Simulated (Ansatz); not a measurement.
# NaGeCl3 (model cell, started as cubic perovskite with Ge in the octahedra): phonons and vibrational spectra, part 2 of 3

How does NaGeCl3 (model cell, started as cubic perovskite with Ge in the octahedra) vibrate, and is this structure a minimum?

Ansatz 0.2.0; DFT PBEsol, scalar-relativistic, plane waves, PAW; PAW set soft_1.

So far: The starting structure; Relaxation, k-mesh 4×4×4.

The structure was built from a prototype and need not be the compound's stable phase.

## Step 3: Relaxation, k-mesh 6×6×6

The relaxation is repeated from its end, on the mesh and smearing that suit the cell and gap now reached.

Input file input.yaml:

```yaml
crystal:
  lattice:
    - [5.149263078, 0.0, 0.0]
    - [0.0, 5.149263078, 0.0]
    - [0.0, 0.0, 5.149263078]
  atoms:
    - { symbol: Na, position: [0.0, 0.0, 0.0] }
    - { symbol: Ge, position: [0.5, 0.5, 0.5] }
    - { symbol: Cl, position: [0.5, 0.5, 0.0] }
    - { symbol: Cl, position: [0.5, 0.0, 0.5] }
    - { symbol: Cl, position: [0.0, 0.5, 0.5] }
kpoints:
  mp_grid: { grid: [6, 6, 6] }
hamiltonian:
  xc: pbesol
  pseudopotentials: { kind: paw, azcp: { folder: soft_1 }, xc_functional: pbe }
scf:
  occupations: { method: gaussian, width: 0.02 }
output:
  forces: true
  stress: true
  eigenvalues: true
relax:
  adjacent_minimum: "off"
  f_tol: 0.005
  max_steps: 80
  cell: { stress_tol: 0.05 }
```

Launch:

```
ansatz run input.yaml --threads 8 --pin off --max-ram 16384MiB --backend cpu --events-out ev --progress --plain --runs-dir out
```

Numbers of over 12 decimals in the logs are rounded to 6 here.

The program printed:

```text
[...]
Crystal: 5 atoms, lattice volume = 136.532 Å³
Basis set: ecut = 420 eV, 2721 PW (Γ), exchange–correlation on 72×72×72 points (8 copies of the dense FFT grid, shifted against one another)
Bands: 27, of which v1, the nominal top of the filled ones, is band 22 counted from 1 (21 counted from 0)
Symmetry: 48 space group operations
[...]
k-points: 20 of 216
[...]
--- Relaxed structure (3 steps of the walk, 3 accepted, 1 SCFs on fresh bases) ---
[...]
cell:  # Å, volume = 135.1707 Å³
    - [5.132089, 0, 0]
    - [0, 5.132089, 0]
    - [0, 0, 5.132089]
  atoms:
    - { symbol: Na, position: [0, 0, 0] }
    - { symbol: Ge, position: [0.5, 0.5, 0.5] }
    - { symbol: Cl, position: [0.5, 0.5, 0] }
    - { symbol: Cl, position: [0.5, 0, 0.5] }
    - { symbol: Cl, position: [0, 0.5, 0.5] }
[key lines of the parts left out:]
SCF converged after 4 iterations
Free energy (F): -8917.147557 eV
Fermi energy:    4.707061 eV
P = ⅓ Tr σ = 0.0014 GPa (0.014 kbar)
```

It took 3.1 s on 8 threads of Arm Neoverse V1, shared host; peak memory 0.58 GiB; 20 s of CPU time.

The steps of the relaxation:

| step | energy less that of the first step (eV) | largest force component (eV/Å) | pressure (GPa) | volume (Å³) |
| --- | --- | --- | --- | --- |
| 1 | 0.0000 | 0.0000 | -0.29 | 136.53 |
| 2 | -0.0011 | 0.0000 | -0.11 | 135.66 |
| 3 | -0.0013 | 0.0000 | 0.00 | 135.17 |
| 4* | -0.0012 | 0.0000 | 0.00 | 135.17 |

Relaxation steps marked * repeat the geometry before them on a plane-wave basis chosen anew for their cell, so energy and pressure can jump there.

Forces are held to the 48 operations that the run works with; a distortion that breaks them can't arise in this run.

```
conventional cell, symmetrised  before  after  change
                         a (Å)   5.149  5.132  -0.3 %
                         b (Å)   5.149  5.132  -0.3 %
                         c (Å)   5.149  5.132  -0.3 %
              volume (Å³/atom)   27.31  27.03  -1.0 %
```

The relaxed structure:

```xyz
5
Lattice="5.1321 0.0000 0.0000 0.0000 5.1321 0.0000 0.0000 0.0000 5.1321" Properties=species:S:1:pos:R:3 pbc="T T T"
Na    0.0000    0.0000    0.0000
Ge    2.5660    2.5660    2.5660
Cl    2.5660    2.5660    0.0000
Cl    2.5660    0.0000    2.5660
Cl    0.0000    2.5660    2.5660
```

This step gave:

```yaml
pressure: 0.001366 GPa
gap_on_the_k_mesh: 0.3617 eV
volume_per_atom: 27.03 Å³
direct_gap_on_mesh: 0.3617 eV
```

In this step the volume went from 27.31 to 27.03 Å³/atom.

## Step 4: Tight relaxation, k-mesh 6×6×6

Phonons need a cell at rest on their own settings, so the relaxation is repeated with tight tolerances on forces and stress, using the mesh and the filling of the phonon run that follows.

input.yaml, the sections that differ from step 3:

```yaml
crystal:
  lattice:
    - [5.1320889517, 0.0, 0.0]
    - [0.0, 5.1320889517, 0.0]
    - [0.0, 0.0, 5.1320889517]
  atoms:
    - { symbol: Na, position: [0.0, 0.0, 0.0] }
    - { symbol: Ge, position: [0.5, 0.5, 0.5] }
    - { symbol: Cl, position: [0.5, 0.5, 0.0] }
    - { symbol: Cl, position: [0.5, 0.0, 0.5] }
    - { symbol: Cl, position: [0.0, 0.5, 0.5] }
scf:
  occupations: { method: fixed }
relax:
  adjacent_minimum: "off"
  f_tol: 0.001
  max_steps: 60
  cell: { stress_tol: 0.01 }
# kpoints, hamiltonian, output: as in step 3
```

The program printed:

```text
[...]
Crystal: 5 atoms, lattice volume = 135.171 Å³
Basis set: ecut = 420 eV, 2601 PW (Γ), exchange–correlation on 72×72×72 points (8 copies of the dense FFT grid, shifted against one another)
Bands: 27, of which v1, the nominal top of the filled ones, is band 22 counted from 1 (21 counted from 0)
Symmetry: 48 space group operations
[...]
k-points: 20 of 216
[...]
--- Relaxed structure (1 steps of the walk, 1 accepted, 1 SCFs on fresh bases) ---
[...]
cell:  # Å, volume = 135.1707 Å³
    - [5.1320889517, 0.0, 0.0]
    - [0.0, 5.1320889517, 0.0]
    - [0.0, 0.0, 5.1320889517]
  atoms:
    - { symbol: Na, position: [0.0, 0.0, 0.0] }
    - { symbol: Ge, position: [0.5, 0.5, 0.5] }
    - { symbol: Cl, position: [0.5, 0.5, 0.0] }
    - { symbol: Cl, position: [0.5, 0.0, 0.5] }
    - { symbol: Cl, position: [0.0, 0.5, 0.5] }
[key lines of the parts left out:]
SCF converged after 8 iterations
Free energy (F): -8917.147557 eV
Fermi energy:    4.526800 eV
P = ⅓ Tr σ = 0.0014 GPa (0.014 kbar)
```

Wall time 1.9 s (8 threads); peak memory 0.56 GiB; 12 s of CPU time.

Little changed from the start: no atom moved by 0.005 Å and no cell edge by 0.1 %.

Numbers from this step:

```
pressure : 0.001362 GPa
```

The forces vanish by symmetry and the pressure is 0.001 GPa, within the tolerances set. The cell now holds 27.03 Å³/atom.

## Step 5: A first phonon run

The phonons are first tried on the mesh that the gap suggested.

Edit input.yaml of step 4 so:

```diff
@@ -19,9 +19,6 @@
 output:
-  forces: true
-  stress: true
   eigenvalues: true
-relax:
-  adjacent_minimum: "off"
-  f_tol: 0.001
-  max_steps: 60
-  cell: { stress_tol: 0.01 }
+phonons:
+  method: dfpt
+  dielectric: true
+  rigid_motions: translations
```

The program printed:

```text
[...]
Crystal: 5 atoms, lattice volume = 135.171 Å³
Basis set: ecut = 420 eV, 2601 PW (Γ), exchange–correlation on 72×72×72 points (8 copies of the dense FFT grid, shifted against one another)
Bands: 27, of which v1, the nominal top of the filled ones, is band 22 counted from 1 (21 counted from 0)
Symmetry: 48 space group operations
k-points: 80 of 216 (irreducible under 2 space group operations, time reversal used)
[...]
optical modes at Γ + LO–TO along q̂ = [1.0000, 0.0000, 0.0000]:
      ω (cm⁻¹)  modes    IR ((D/Å)²/amu)
[...]
optical modes at Γ + LO–TO along q̂ = [0.0000, 1.0000, 0.0000]:
      ω (cm⁻¹)  modes    IR ((D/Å)²/amu)
[...]
optical modes at Γ + LO–TO along q̂ = [0.0000, 0.0000, 1.0000]:
      ω (cm⁻¹)  modes    IR ((D/Å)²/amu)
[...]
26.76      3             0.0000
         91.38      1             0.0013
         91.45      2             0.0519
        239.21      1            28.1632
[key lines of the parts left out:]
SCF converged after 11 iterations
Free energy (F): -8917.147557 eV
Fermi energy:    4.526797 eV
```

Run time: 33 s. Hardware: 8 threads; peak memory 1.5 GiB.

Numbers from this step:

```
sum-rule residual before enforcement                    : 4.43e-4 eV/Å²
miss of the charge sum rule                             : 0.004684 e
estimated error of the dielectric tensor                : 0.03583
estimated error of the Born charges                     : 0.06064 e
point group                                             : m-3m
highest optical mode at the zone centre (no LO-TO term) : 91.45 cm⁻¹
lowest optical zone-centre mode                         : -90.57 cm⁻¹
mean high-frequency dielectric constant                 : 7.438
largest Born charge (third of the trace)                : 5.043 e
top of the zone-centre spectrum with the field          : 239.2 cm⁻¹
```

The highest optical mode at Γ without the field comes at 91.5 cm⁻¹, but the log warns of the mesh: “the force constants stand on the 6×6×6 k-mesh, whose period is 7.76 times the interband length at k = (-0.5000, -0.5000, -0.5000), direct gap 0.362 eV, under 14: take them and everything formed from them as unconverged”.

## Step 6: Relaxing to small forces for the phonons, k-mesh 12×12×12

The k mesh is raised to 12×12×12 since a zone-centre run on the first mesh warned that it was too coarse for the force constants, and the cell is relaxed again on it.

input.yaml, the sections that differ from step 5:

```yaml
kpoints:
  mp_grid: { grid: [12, 12, 12] }
output:
  forces: true
  stress: true
  eigenvalues: true
relax:
  adjacent_minimum: "off"
  f_tol: 0.001
  max_steps: 60
  cell: { stress_tol: 0.01 }
# crystal, hamiltonian, scf: as in step 5
# phonons: removed
```

The program printed:

```text
[...]
Crystal: 5 atoms, lattice volume = 135.171 Å³
Basis set: ecut = 420 eV, 2601 PW (Γ), exchange–correlation on 72×72×72 points (8 copies of the dense FFT grid, shifted against one another)
Bands: 27, of which v1, the nominal top of the filled ones, is band 22 counted from 1 (21 counted from 0)
Symmetry: 48 space group operations
[...]
k-points: 84 of 1728
[...]
--- Relaxed structure (3 steps of the walk, 3 accepted, 1 SCFs on fresh bases) ---
[...]
cell:  # Å, volume = 134.8013 Å³
    - [5.127410, 0, 0]
    - [0, 5.127410, 0]
    - [0, 0, 5.127410]
  atoms:
    - { symbol: Na, position: [0, 0, 0] }
    - { symbol: Ge, position: [0.5, 0.5, 0.5] }
    - { symbol: Cl, position: [0.5, 0.5, 0] }
    - { symbol: Cl, position: [0.5, 0, 0.5] }
    - { symbol: Cl, position: [0, 0.5, 0.5] }
[key lines of the parts left out:]
SCF converged after 6 iterations
Free energy (F): -8917.158549 eV
Fermi energy:    4.571988 eV
P = ⅓ Tr σ = 0.0000 GPa (0.000 kbar)
```

It took 9.9 s on 8 threads; peak memory 0.71 GiB; 74 s of CPU time.

Little changed from the start: no atom moved by 0.005 Å and no cell edge by 0.1 %.

Numbers from this step:

| Quantity | Value |
| --- | --- |
| pressure | 3.25e-5 GPa |
| gap on the k-mesh | 0.3477 eV |
| volume per atom | 26.96 Å³ |
| direct gap on mesh | 0.3477 eV |

The forces vanish by symmetry and the pressure is 0.000 GPa, within the tolerances set. The cell now holds 26.96 Å³/atom.

## Step 7: Linear response at the zone centre

The zone centre comes first: it holds the modes that light can see, as far as symmetry allows. The response to a homogeneous field gives the Born charges and the dielectric tensor.

input.yaml, the sections that differ from step 6:

```yaml
crystal:
  lattice:
    - [5.1274103071, 0.0, 0.0]
    - [0.0, 5.1274103071, 0.0]
    - [0.0, 0.0, 5.1274103071]
  atoms:
    - { symbol: Na, position: [0.0, 0.0, 0.0] }
    - { symbol: Ge, position: [0.5, 0.5, 0.5] }
    - { symbol: Cl, position: [0.5, 0.5, 0.0] }
    - { symbol: Cl, position: [0.5, 0.0, 0.5] }
    - { symbol: Cl, position: [0.0, 0.5, 0.5] }
output:
  eigenvalues: true
phonons:
  method: dfpt
  dielectric: true
  rigid_motions: translations
# kpoints, hamiltonian, scf: as in step 6
# relax: removed
```

The program printed:

```text
[...]
Crystal: 5 atoms, lattice volume = 134.801 Å³
Basis set: ecut = 420 eV, 2601 PW (Γ), exchange–correlation on 72×72×72 points (8 copies of the dense FFT grid, shifted against one another)
Bands: 27, of which v1, the nominal top of the filled ones, is band 22 counted from 1 (21 counted from 0)
Symmetry: 48 space group operations
k-points: 518 of 1728 (irreducible under 2 space group operations, time reversal used)
[...]
SCF iter   1: F=—  HF=-8918.521849 eV  |F-HF|=—  |Δ(HF+E_count)|=         —  Δρ=5.03e-2  dr2=2.94e0  ethr=3.10e-3  ⟨swp⟩=5.2  Hψ=57902  notcnv=0  defer=1370
[...]
SCF iter  11: F=-8917.158549 eV  HF=-8917.158549 eV  |F-HF|=2.31e-10  |Δ(HF+E_count)|=   2.38e-9  Δρ=2.15e-7  dr2=7.33e-11  ethr=1.00e-12  ⟨swp⟩=16.0  Hψ=98939  notcnv=0
SCF 1 converged in 11 iterations: F = -8917.158549 eV  dr2 = 7.33e-11
[...]
Bands: 23, of which v1, the nominal top of the filled ones, is band 22 counted from 1 (21 counted from 0)
k-points: 84
[...]
Eigensolver: Dense (84 Hₖ)
SCF iter   1: F=—  HF=-8917.145760 eV  |F-HF|=—  |Δ(HF+E_count)|=         —  Δρ=1.14e-4  dr2=3.39e-6  ethr=1.00e-1
[...]
SCF iter   4: F=-8917.145762 eV  HF=-8917.145762 eV  |F-HF|=4.48e-9  |Δ(HF+E_count)|=   1.99e-8  Δρ=1.74e-6  dr2=3.61e-9  ethr=2.01e-10
SCF 1 converged in 4 iterations: F = -8917.145762 eV  dr2 = 3.61e-9
[...]
SCF converged after 11 iterations
Free energy (F): -8917.158549 eV
[...]
Internal energy: -8917.158549 eV  (E = F + TS)
E sigma→0 (E₀):  -8917.158549 eV
Fermi energy:    4.571985 eV
[...]
--- Band table (eV; the first three rows and the last of 518) ---
  k-point 0: bands = [... 18 lower, 0.6925, 0.7739, 0.7739, 0.7739, 5.4119, 9.4622, 9.4622, 9.4705, ... 1 higher]
  k-point 1: bands = [... 18 lower, 0.6807, 0.7632, 0.7632, 0.7768, 5.4892, 9.4169, 9.4478, 9.4478, ... 1 higher]
  k-point 2: bands = [... 18 lower, 0.6490, 0.7508, 0.7508, 0.8157, 5.7097, 9.0408, 9.2681, 9.4112, ... 1 higher]
  k-point 517: bands = [... 18 lower, 1.3478, 1.3478, 1.3478, 4.5720, 4.9197, 4.9197, 4.9197, 6.3794, ... 1 higher]
[...]
ASR residual: 4.115e-4 → 0.000e0 eV/Å²; symmetrization residual: 9.725e-6 eV/Å²
  ASR residual per site (eV/Å²): 4.11e-4 1.73e-5 9.50e-5 9.50e-5 9.50e-5
[...]
ε∞ (high-frequency dielectric tensor):
        7.530736     0.000000     0.000000
        0.000000     7.530736     0.000000
        0.000000     0.000000     7.530736
[...]
Born effective charges Z* (e; rows j = field, columns β = displacement):
    site 0:
         1.30941   -0.00000    0.00000
         0.00000    1.30941   -0.00000
        -0.00000    0.00000    1.30941
    site 1:
         5.04958    0.00000   -0.00000
        -0.00000    5.04958   -0.00000
         0.00000    0.00000    5.04958
    site 2:
        -0.54499   -0.00000   -0.00000
         0.00000   -0.54499   -0.00000
         0.00000    0.00000   -5.26900
    site 3:
        -0.54499    0.00000   -0.00000
         0.00000   -5.26900    0.00000
         0.00000    0.00000   -0.54499
    site 4:
        -5.26900   -0.00000   -0.00000
        -0.00000   -0.54499   -0.00000
         0.00000    0.00000   -0.54499
  Z* charge neutrality: 1.821e-3 e pre-enforcement
[...]
optical modes at Γ without the LO–TO term, one row a degenerate level:
      ω (cm⁻¹)  modes    IR ((D/Å)²/amu)
        -89.48      3            10.2135
         15.84      3            72.7768
         34.58      3             0.0000
        103.34      3             1.8328
  optical modes at Γ + LO–TO along q̂ = [1.0000, 0.0000, 0.0000]:
      ω (cm⁻¹)  modes    IR ((D/Å)²/amu)
        -89.48      2             6.8090
        -84.33      1             0.0482
         15.84      2            48.5179
         34.58      3             0.0000
        101.92      1             0.0303
        103.34      2             1.2218
        243.01      1            28.1959
  optical modes at Γ + LO–TO along q̂ = [0.0000, 1.0000, 0.0000]:
      ω (cm⁻¹)  modes    IR ((D/Å)²/amu)
        -89.48      2             6.8090
        -84.33      1             0.0482
         15.84      2            48.5179
         34.58      3             0.0000
        101.92      1             0.0303
        103.34      2             1.2218
        243.01      1            28.1959
  optical modes at Γ + LO–TO along q̂ = [0.0000, 0.0000, 1.0000]:
      ω (cm⁻¹)  modes    IR ((D/Å)²/amu)
        -89.48      2             6.8090
        -84.33      1             0.0482
         15.84      2            48.5179
         34.58      3             0.0000
        101.92      1             0.0303
        103.34      2             1.2218
        243.01      1            28.1959
```

It took 2.8 min on 8 threads; peak memory 6.7 GiB; 21 min of CPU time.

This step gave:

- sum-rule residual before enforcement: 4.11e-4 eV/Å²
- miss of the charge sum rule: 0.001821 e
- estimated error of the dielectric tensor: 0.02247
- estimated error of the Born charges: 0.02126 e
- highest optical mode at the zone centre (no LO-TO term): 103.3 cm⁻¹
- lowest optical zone-centre mode: -89.48 cm⁻¹
- mean high-frequency dielectric constant: 7.531
- largest Born charge (third of the trace): 5.050 e
- top of the zone-centre spectrum with the field: 243.0 cm⁻¹

Without the LO-TO term. Patterns of degenerate modes are one choice out of their space. The modes at Γ (shares of kinetic energy by element, %) (negative means imaginary):

```csv
mode,frequency (cm⁻¹),symmetry,Na %,Ge %,Cl %
1,-89.5,T1u,81,0,19
2,-89.5,T1u,81,0,19
3,-89.5,T1u,81,0,19
4,0.0,acoustic,11,36,53
5,0.0,acoustic,11,36,53
6,0.0,acoustic,11,36,53
7,15.8,T1u,1,43,56
8,15.8,T1u,1,43,56
9,15.8,T1u,1,43,56
10,34.6,T2u,0,0,100
11,34.6,T2u,0,0,100
12,34.6,T2u,0,0,100
13,103.3,T1u,6,21,73
14,103.3,T1u,6,21,73
15,103.3,T1u,6,21,73
```

Displacements in mode 3 (-89.5 cm⁻¹), the largest set to 1:
```
Na1  0.00  0.00  1.00
Ge2  0.00  0.00 -0.01
Cl3  0.00  0.00 -0.10
Cl4  0.00  0.00 -0.27
Cl5  0.00  0.00 -0.27
```

Displacements in mode 15 (103.3 cm⁻¹), the largest set to 1:
```
Na1  0.00  0.45 -0.60
Ge2  0.00 -0.47  0.62
Cl3  0.00  0.71  1.00
Cl4  0.00 -0.75 -0.94
Cl5  0.00  0.71 -0.94
```

Optical modes at the zone centre, without and with the macroscopic field of the longitudinal modes; each column is sorted by frequency, so a row need not hold one and the same mode. Modes with and without the field, by row:

| rank among optical modes | no field (cm⁻¹) | q along (1, 0, 0) (cm⁻¹) |
| --- | --- | --- |
| 1 | -89.5 | -89.5 |
| 2 | -89.5 | -89.5 |
| 3 | -89.5 | -84.3 |
| 4 | 15.8 | 15.8 |
| 5 | 15.8 | 15.8 |
| 6 | 15.8 | 34.6 |
| 7 | 34.6 | 34.6 |
| 8 | 34.6 | 34.6 |
| 9 | 34.6 | 101.9 |
| 10 | 103.3 | 103.3 |
| 11 | 103.3 | 103.3 |
| 12 | 103.3 | 243 |

Born charge (rows field, columns displacement) (e), principal values of the symmetric part by kind of site:

```
atom  atoms with these values    low  middle   high   mean
 Na1                        1   1.31    1.31   1.31   1.31
 Ge2                        1   5.05    5.05   5.05   5.05
 Cl3                        3  -5.27   -0.55  -0.55  -2.12
```

In full for Na1:

```
1.31 0.00 0.00
0.00 1.31 0.00
0.00 0.00 1.31
```

High-frequency dielectric tensor:

```
7.53 0.00 0.00
0.00 7.53 0.00
0.00 0.00 7.53
```

Transverse modes; imaginary modes are left out. Infrared lines, with heights relative to the strongest:

```
position (cm⁻¹)  label  relative intensity
             16    T1u                 100
             35    T2u                 0.0
            103    T1u                 2.5
```

Before it was imposed, the acoustic sum rule was missed by 4.1e-4 eV/Å² and the charge sum rule by 0.0018 e. Small misses are needed for a sound result but don't prove that mesh and cutoff are converged. Against the first mesh the highest mode moved by +11.9 cm⁻¹. The lowest optical mode is imaginary, 89.5i cm⁻¹, so the energy falls along it.

The log warns of the k mesh: “the force constants stand on the 12×12×12 k-mesh, whose period is 8.27 times the interband length at k = (-0.5000, -0.5000, -0.5000), direct gap 0.348 eV, under 14: take them and everything formed from them as unconverged”.

(Part 2 of 3 ends here.)

[Logs are printed without paths, hosts, clocks, repeated set-up lines and the standing remarks that a program may print on its own settings, such as how far it seeks lower states.]

[Hosts, paths, dates, database ids (printed as entryN), source tags and the programs' standing remarks are cut or masked in the printed files.]
